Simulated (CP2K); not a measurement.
Consider azulene at its PBE geometry (Å).

```xyz
18

C    -2.4083   -0.4785    0.0283
C    -2.0615    0.8509    0.3027
C    -0.7880    1.4332    0.3623
C     0.4559    0.8381    0.1603
C     1.7067    1.4835    0.2351
C     2.7147    0.5367   -0.0316
C     2.1340   -0.7216   -0.2807
C     0.7344   -0.5975   -0.1748
C    -0.1916   -1.6242   -0.3516
C    -1.5885   -1.5759   -0.2613
H    -3.4799   -0.6909    0.0433
H    -2.8975    1.5235    0.5005
H    -0.7636    2.5009    0.5985
H     1.8562    2.5364    0.4595
H     3.7823    0.7477   -0.0458
H     2.6644   -1.6410   -0.5142
H     0.2369   -2.6018   -0.5913
H    -2.1067   -2.5195   -0.4394
```

Method: CP2K XAS_TDP, all-electron GAPW, PBEh(45%), aug-cc-pVDZ, TDA, no relativity.

Q: Where do the C K-edge lines lie, and how strong are they?

Leading lines: C1 280.68 eV, C2 281.25 eV, C3 280.58 eV, C4 280.72 eV, C5 281.10 eV and C6 280.78 eV. The leading line of an atom is its first one with 35 % of the strongest within 2.5 eV of its lowest line over the strength cut. 

The first six lines of each atom with a strength over 0.0015:

| atom | energy (eV) | states | strength, one atom |
| --- | --- | --- | --- |
| C1 (bonded to 2 C and H) | 280.68 | 1 | 0.0482 |
|  | 284.49 | 1 | 0.0121 |
|  | 285.88 | 1 | 0.0038 |
|  | 286.25 | 1 | 0.0161 |
|  | 286.56 | 1 | 0.0019 |
|  | 286.64 | 1 | 0.0021 |
| C2 (bonded to 2 C and H) | 281.25 | 1 | 0.0432 |
|  | 281.92 | 1 | 0.0035 |
|  | 284.22 | 1 | 0.0118 |
|  | 285.61 | 1 | 0.0018 |
|  | 285.98 | 1 | 0.0097 |
|  | 286.22 | 1 | 0.0019 |
| C3 (bonded to 2 C and H) | 280.58 | 1 | 0.0507 |
|  | 282.95 | 1 | 0.0020 |
|  | 284.73 | 1 | 0.0126 |
|  | 285.74 | 1 | 0.0028 |
|  | 286.38 | 1 | 0.0027 |
|  | 286.56 | 1 | 0.0018 |
| C4 (bonded to 3 C) | 280.72 | 1 | 0.0352 |
|  | 282.40 | 1 | 0.0054 |
|  | 285.53 | 1 | 0.0134 |
|  | 286.38 | 1 | 0.0069 |
|  | 287.24 | 1 | 0.0035 |
|  | 287.46 | 1 | 0.0054 |
| C5 (bonded to 2 C and H) | 281.10 | 1 | 0.0368 |
|  | 281.56 | 1 | 0.0040 |
|  | 283.97 | 1 | 0.0098 |
|  | 284.44 | 1 | 0.0098 |
|  | 285.29 | 1 | 0.0018 |
|  | 285.47 | 1 | 0.0041 |
| C6 (bonded to 2 C and H) | 280.78 | 1 | 0.0440 |
|  | 284.37 | 1 | 0.0102 |
|  | 284.44 | 1 | 0.0162 |
|  | 285.95 | 1 | 0.0022 |
|  | 286.94 | 1 | 0.0080 |
|  | 287.03 | 1 | 0.0022 |

Lines are vertical, at one geometry, with no vibrational structure. Without a correction of the core level, line positions, and the gaps between valence and Rydberg lines, follow the share of exact exchange. At this level such K lines come out 3 to 6 eV under measured ones. These values hold no scalar relativity, about 0.1 eV for C 1s. Rydberg lines, and the discretised continuum above threshold, depend on the basis and the box.

[Banner, clock and machine lines of the logs are left out without a mark of their own.]

[Logs are printed without paths, hosts, clocks, repeated set-up lines and the standing remarks that a program may print on its own settings, such as how far it seeks lower states.]

[Hosts, paths, dates, database ids (printed as entryN), source tags and the programs' standing remarks are cut or masked in the printed files.]
